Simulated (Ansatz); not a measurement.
# How amorphous poly(p-phenylene) (as short chains C38H30) changes with density

How do energy, pressure, forces, levels, charges and cost follow the density?

Computed with Ansatz 0.2.0: Kohn-Sham DFT, PBE+D4, PAW (set soft_2). Every run is a single point, with the atoms held where the recipe put them (cutoff of the plane-wave runs 420 eV, fixed occupations).

First member: 3 poly(p-phenylene) chains of 6 units with methyl end groups placed at random, at 1.08 g/cm³; overlaps pushed apart, then 20 ps at 800 K with MMFF94 bonds, angles, torsions, charges and radii (Halgren, J. Comput. Chem. 17, 490 (1996)) in harmonic and 12-6 forms. Snapshot after 30 ps at 300 K and fixed volume.

Last member: 3 poly(p-phenylene) chains of 6 units with methyl end groups placed at random, at 1.44 g/cm³; overlaps pushed apart, then 20 ps at 800 K with MMFF94 bonds, angles, torsions, charges and radii (Halgren, J. Comput. Chem. 17, 490 (1996)) in harmonic and 12-6 forms. Snapshot after 30 ps at 300 K and fixed volume.

The members:

| density (g/cm³) | reduced formula | atoms | valence electrons | k-mesh | basis | density (g/cm³) |
| --- | --- | --- | --- | --- | --- | --- |
| 1.08 | H15C19 | 204 | 546 | 1×1×1 | plane waves | 1.08 |
| 1.14 | H15C19 | 204 | 546 | 1×1×1 | plane waves | 1.14 |
| 1.2 | H15C19 | 204 | 546 | 1×1×1 | plane waves | 1.2 |
| 1.272 | H15C19 | 204 | 546 | 1×1×1 | plane waves | 1.27 |
| 1.344 | H15C19 | 204 | 546 | 1×1×1 | plane waves | 1.34 |
| 1.44 | H15C19 | 204 | 546 | 1×1×1 | plane waves | 1.44 |

Each cell is one sample from a classical run, so sample-to-sample scatter enters every column; pressures lack the kinetic term, and hold the strain of bonds inside molecules, whose lengths the classical model set.

The input of the first member, without its atom lines; other members have their own cell and atoms, and may differ in mesh, basis and outputs:

```yaml
crystal:
  lattice:
    - [13.09353, 0.0, 0.0]
    - [0.0, 13.09353, 0.0]
    - [0.0, 0.0, 13.09353]
  atoms:
    [... 204 lines ...]
kpoints:
  mp_grid: { grid: [1, 1, 1] }
hamiltonian:
  xc: pbe
  dispersion: d4
scf:
  occupations: { method: fixed }
output:
  forces: true
  stress: true
  populations: true
  dos:
    method: { smearing: { sigma: 0.15 } }
    de: 0.1
    projected: { site_lists: { C: [C], H: [H] } }
  eigenvalues: true
  write_density: true
  write_potential: true
  volumetric_format: npy
```

**Question.** How do the results, the time and the memory go along the series?

Results; charges are mean Löwdin charges in e:

```
density (g/cm³)  energy less the first member's (meV/atom)  pressure (GPa)  r.m.s. force (eV/Å)  gap (eV)   q(H)   q(C)
           1.08                                        0.0            2.89                0.934                2.34  +0.19  -0.09
           1.14                                       -1.1            2.81                0.994                2.49  +0.19  -0.09
            1.2                                        5.3            5.12                 1.03                2.77  +0.19  -0.09
          1.272                                        5.4            4.73                0.938                2.39  +0.19  -0.09
          1.344                                       11.2            5.43                0.960                2.41  +0.18  -0.09
           1.44                                       23.0            7.79                 1.02                2.45  +0.18  -0.09
```

The gap is that between the highest filled and lowest empty Kohn-Sham level on the run's k-points, and semilocal functionals tend to put gaps under measured ones. Atoms aren't relaxed at this level, so pressure against density here is no equation of state. The projection misses up to 0.032 e an atom, so the charges add up to more than the cell's charge. Löwdin charges hang on the projection basis and can even invert the polarity of covalent bonds.

Cost on 8 threads of Arm Neoverse V2, shared host:

```
density (g/cm³)  atoms        basis  k-mesh  SCF cycles  time  host memory (GiB)
           1.08    204  plane waves   1×1×1          10  90 s                3.0
           1.14    204  plane waves   1×1×1          10  31 s                2.9
            1.2    204  plane waves   1×1×1           9  26 s                2.8
          1.272    204  plane waves   1×1×1           9  26 s                2.7
          1.344    204  plane waves   1×1×1           9  24 s                2.6
           1.44    204  plane waves   1×1×1           9  23 s                2.3
```

Times include the outputs that each run asked for, on hosts shared with other jobs.

The energy against the first member is lowest at 1.14 g/cm³ (-1.1 meV/atom) and highest at 1.44 g/cm³ (23.0 meV/atom), rising overall but not at every step; each member is a single configuration. The gap is lowest at 1.08 g/cm³ (2.34 eV) and highest at 1.2 g/cm³ (2.77 eV), with no steady trend; in single samples it varies with the configuration. The pressure is lowest at 1.14 g/cm³ (2.8 GPa) and highest at 1.44 g/cm³ (7.8 GPa), rising overall but not at every step.

**Limits.** The network of contacts between molecules at the start is that of the classical potential that made the cell, and needn't be the one that DFT or experiment would give. The cells aren't relaxed by DFT, which could reorder their energies.

[Logs are printed without paths, hosts, clocks, repeated set-up lines and the standing remarks that a program may print on its own settings, such as how far it seeks lower states.]

[Hosts, paths, dates, database ids (printed as entryN), source tags and the programs' standing remarks are cut or masked in the printed files.]

[The MMFF94 radii named for the starting cell were scaled by 0.96; in molecules described by MMFF94, hydrogen bound to N, O or S took a small fixed 12-6 site in their place.]
